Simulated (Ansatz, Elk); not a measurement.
# AlCuSeO: X-ray structure factors from the self-consistent density

The structure of AlCuSeO used here is made up (a known structure type with other elements) and was relaxed beforehand with PBE. The aim is the Fourier transform of its all-electron density, F(hkl), set beside the sum over free spherical atoms that refinements use.

Method: DFT, PBE, all-electron APW+lo, Dirac cores, scalar-relativistic bands, static density, no spin, in Elk 11.2.3 (patched build).

This account leaves out most program logs.

The structure was built from a prototype and need not be the compound's stable phase.

### Step 1. Set-up

Symmetry: I2_12_12_1, No. 24, orthorhombic system. Conventional cell: a = 5.441 Å, b = 5.941 Å, c = 10.158 Å, α = 90.00°, β = 90.00°, γ = 90.00°. Se has 2 Cu at 2.29 Å and 2 Al at 2.49 Å nearest. Nearest to Cu lie 2 Se at 2.29 Å. Nearest to Al lie 2 O at 1.72 Å and 2 Se at 2.49 Å. Nearest to O lie 2 Al at 1.72 Å. Farther neighbours and most contacts between anions are not listed.

### Step 2. Ground state and structure factors

An all-electron density is needed, since X-rays see the cores too. Task 0 finds the density and task 195 Fourier-transforms it; tshift is off so that phases refer to the origin typed.

The input, elk.in:

```
tasks
  0
  195

xctype
  20

spinpol
  .false.

rgkmax
  7.0

gmaxvr
  14.0

lmaxo
  7

lmaxapw
  8

swidth
  0.002

tshift
  .false.

ramdisk
  .false.

hmaxvr
  5.5

maxscl
  120

epspot
  1e-06

sppath
  './'

avec
  -5.14077168934 5.61383331456 9.59825595958
  5.14077168934 -5.61383331456 9.59825595958
  5.14077168934 5.61383331456 -9.59825595958

atoms
  4
  'Se.in'
  2
  0.7500000000 0.4407539284 0.6907539284   0.000000 0.000000 0.000000
  0.2500000000 1.0592460716 0.8092460716   0.000000 0.000000 0.000000
  'Cu.in'
  2
  0.9543479696 0.7043479696 0.2500000000   0.000000 0.000000 0.000000
  0.5456520304 0.7956520304 0.7500000000   0.000000 0.000000 0.000000
  'Al.in'
  2
  0.3319100712 0.0819100712 0.2500000000   0.000000 0.000000 0.000000
  0.1680899288 0.4180899288 0.7500000000   0.000000 0.000000 0.000000
  'O.in'
  2
  0.1428757761 0.2500000000 0.3928757761   0.000000 0.000000 0.000000
  0.3571242239 0.7500000000 0.1071242239   0.000000 0.000000 0.000000

ngridk
  6 6 6
```

The run is started by

```console
> OMP_NUM_THREADS=4 elk
```

Wall time 10 min (4 threads of Arm Neoverse V2, shared host); peak memory 0.37 GiB; 40 min of CPU time.

SFACRHO.OUT:

```text

h k l indices transformed by vhmat matrix:
   1.000000000       0.000000000       0.000000000    
   0.000000000       1.000000000       0.000000000    
   0.000000000       0.000000000       1.000000000    

      h      k      l  multipl.   |H|            Re(F)            Im(F)           |F|

      0      0      0      1   0.0000000       168.00000     -0.65571059E-17   168.00000    
      0     -1      1      1  0.64830656     -0.24986979E-13   16.146280       16.146280    
     -1      0      0      1  0.64830656     -0.14415565E-14  -16.146280       16.146280    
      0      1     -1      1  0.64830656     -0.24986979E-13  -16.146280       16.146280    
      1      0      0      1  0.64830656     -0.14415565E-14   16.146280       16.146280    
      1      1     -1      1  0.65461739      -82.153547     -0.16416451E-13   82.153547    
     -1     -1      1      1  0.65461739      -82.153547      0.16420793E-13   82.153547    
      0     -1      0      1  0.69324609     -0.75414887E-15   17.839648       17.839648    
      0      1      0      1  0.69324609     -0.36420721E-14  -17.839648       17.839648    
      1      0     -1      1  0.69324609     -0.59964939E-14  -17.839648       17.839648    
     -1      0      1      1  0.69324609     -0.60024615E-14   17.839648       17.839648    
      0      0     -1      1  0.82863114      0.57662260E-14   47.757481       47.757481    
      1     -1      0      1  0.82863114      0.67272637E-14   47.757481       47.757481    
     -1      1      0      1  0.82863114      0.67272637E-14  -47.757481       47.757481    
      0      0      1      1  0.82863114      0.57662260E-14  -47.757481       47.757481    
      0      2     -1      1   1.0560083       43.869429       62.283400       76.182338    
      2      0     -1      1   1.0560083      -43.869429      -62.283400       76.182338    
      1      1     -2      1   1.0560083       43.869429      -62.283400       76.182338
```

Elk indexes on the primitive cell of elk.in and gives |H| = 4π sin θ/λ in inverse bohr. Below, one row stands for each form hkl of the conventional cell (m members, Friedel mates merged), F is for one primitive cell and the density is static (no thermal factor). Free-atom factors are Waasmaier and Kirfel's, and R is Σm||F|−|F'||/Σm|F|.

| hkl | m | sin θ/λ (Å⁻¹) | abs F, DFT | neutral atoms | diff. | abs of complex diff. |
| --- | --- | --- | --- | --- | --- | --- |
| 011 | 4 | 0.098 | 16.146 | 15.670 | +0.477 | 0.477 |
| 002 | 2 | 0.098 | 82.153 | 82.491 | -0.338 | 0.338 |
| 101 | 4 | 0.104 | 17.840 | 18.002 | -0.163 | 0.163 |
| 110 | 4 | 0.125 | 47.758 | 47.961 | -0.204 | 0.204 |
| 112 | 8 | 0.159 | 76.182 | 75.669 | +0.513 | 0.845 |
| 020 | 2 | 0.168 | 14.510 | 14.874 | -0.364 | 0.364 |
| 013 | 4 | 0.170 | 47.711 | 47.474 | +0.238 | 0.238 |
| 103 | 4 | 0.174 | 30.362 | 30.701 | -0.339 | 0.339 |
| 200 | 2 | 0.184 | 13.257 | 14.654 | -1.397 | 1.397 |
| 022 | 4 | 0.195 | 27.302 | 26.544 | +0.758 | 0.758 |
| 004 | 2 | 0.197 | 76.881 | 76.326 | +0.554 | 0.554 |
| 121 | 8 | 0.198 | 56.740 | 56.995 | -0.255 | 0.737 |
| 211 | 8 | 0.208 | 36.769 | 36.572 | +0.197 | 0.364 |
| 202 | 4 | 0.208 | 1.802 | 1.540 | +0.262 | 0.262 |

### Step 3. The highest occupied states alone

An energy window below the Fermi level keeps the highest occupied states, to see at which angles they scatter; shallow core shells can lie inside it and anion s states outside. No new self-consistency is needed.

elk.in, as its differences from that of step 2:

```diff
@@ -1,3 +1,2 @@
 tasks
-  0
   195
@@ -40,2 +39,5 @@
 
+wsfac
+  -0.312310 0.428680
+
 sppath
```

The run is started by

```console
> OMP_NUM_THREADS=4 elk
```

The job ended after 26 s (4 threads; peak memory 0.24 GiB).

States within 12 eV below the Fermi level hold 44.00 electrons; any levels below the window count with the cores. Their amplitudes can exceed the total, where window and core parts have opposite phase:

| hkl | sin θ/λ (Å⁻¹) | abs F, window | abs F, all |
| --- | --- | --- | --- |
| 011 | 0.098 | 3.057 | 16.146 |
| 002 | 0.098 | 12.328 | 82.153 |
| 101 | 0.104 | 14.535 | 17.840 |
| 110 | 0.125 | 0.651 | 47.758 |
| 112 | 0.159 | 11.671 | 76.182 |
| 020 | 0.168 | 14.450 | 14.510 |
| 013 | 0.170 | 16.311 | 47.711 |
| 103 | 0.174 | 9.410 | 30.362 |
| 200 | 0.184 | 7.320 | 13.257 |
| 022 | 0.195 | 8.718 | 27.302 |

### Step 4. Another functional

The difference from free atoms is small, so it is set against the change that LDA (Perdew-Wang) makes.

elk.in, as its differences from that of step 3:

```diff
@@ -1,2 +1,3 @@
 tasks
+  0
   195
@@ -4,3 +5,3 @@
 xctype
-  20
+  3
 
@@ -39,5 +40,2 @@
 
-wsfac
-  -0.312310 0.428680
-
 sppath
```

The run is started by

```console
> OMP_NUM_THREADS=4 elk
```

Elapsed: 8.7 min, on 4 threads; peak memory 0.35 GiB.

Against the first run R = 0.07 %; the largest change is -0.075 at 202.

### Step 5. A coarser k-mesh

About half the k-points along each axis test the sampling.

elk.in, as its differences from that of step 4:

```diff
@@ -5,3 +5,3 @@
 xctype
-  3
+  20
 
@@ -68,2 +68,2 @@
 ngridk
-  6 6 6
+  3 3 3
```

The run is started by

```console
> OMP_NUM_THREADS=4 elk
```

Run time: 2.2 min. Hardware: 4 threads; peak memory 0.37 GiB.

Against the first run R = 0.00 %; the largest change is -0.001 at 200.

### Step 6. Settings against the effect

| run | R against the first run (%) | R against neutral atoms, low angle (%) | wall time |
| --- | --- | --- | --- |
| PBE, rgkmax 7 | 0.00 | 0.87 | 10 min |
| LDA (Perdew-Wang) | 0.07 | 0.84 | 8.7 min |
| k-mesh 3×3×3 | 0.00 | 0.87 | 2.2 min |

### Step 7. Outcome

* R against neutral atoms, sin θ/λ < 0.3 Å⁻¹: 0.87 %
* R against neutral atoms, 0.3 to 0.55 Å⁻¹: 0.30 %

What this shows: Independent neutral atoms miss the calculated amplitudes by R = 0.87 % below 0.3 Å⁻¹ and 0.30 % from there to 0.55 Å⁻¹; by shells, 0.82 % below 0.15 Å⁻¹ (4 forms), 0.87 % 0.15 to 0.3 (26 forms), 0.46 % 0.3 to 0.45 (58 forms), 0.14 % above 0.45 (61 forms). Bonding, aspherical density and the tables' own atoms all enter these figures, and the runs don't part them. The largest change of an amplitude is -1.40 electrons, at 200. R counts amplitudes alone; phases shift too. Weak lines can change much in proportion: 202 goes from 1.54 to 1.80. The window's part falls from 44.0 electrons at the origin to at most 5.23 between 0.45 and 0.55 Å⁻¹, where compact states inside the window still scatter. Below 0.3 Å⁻¹ the changes that finished (LDA (Perdew-Wang) and k-mesh 3×3×3) move F by R = 0.04 % at most, against the 0.87 % that separates it from free atoms. The basis has no finished test. These runs have no spin, though d or f shells may be open. Part of the difference isn't bonding: the tables are fits to free atoms and ions calculated by other methods than this functional. Thermal motion, anomalous dispersion and extinction are left out.

[Logs are printed without paths, hosts, clocks, repeated set-up lines and the standing remarks that a program may print on its own settings, such as how far it seeks lower states.]

[Hosts, paths, dates, database ids (printed as entryN), source tags and the programs' standing remarks are cut or masked in the printed files.]
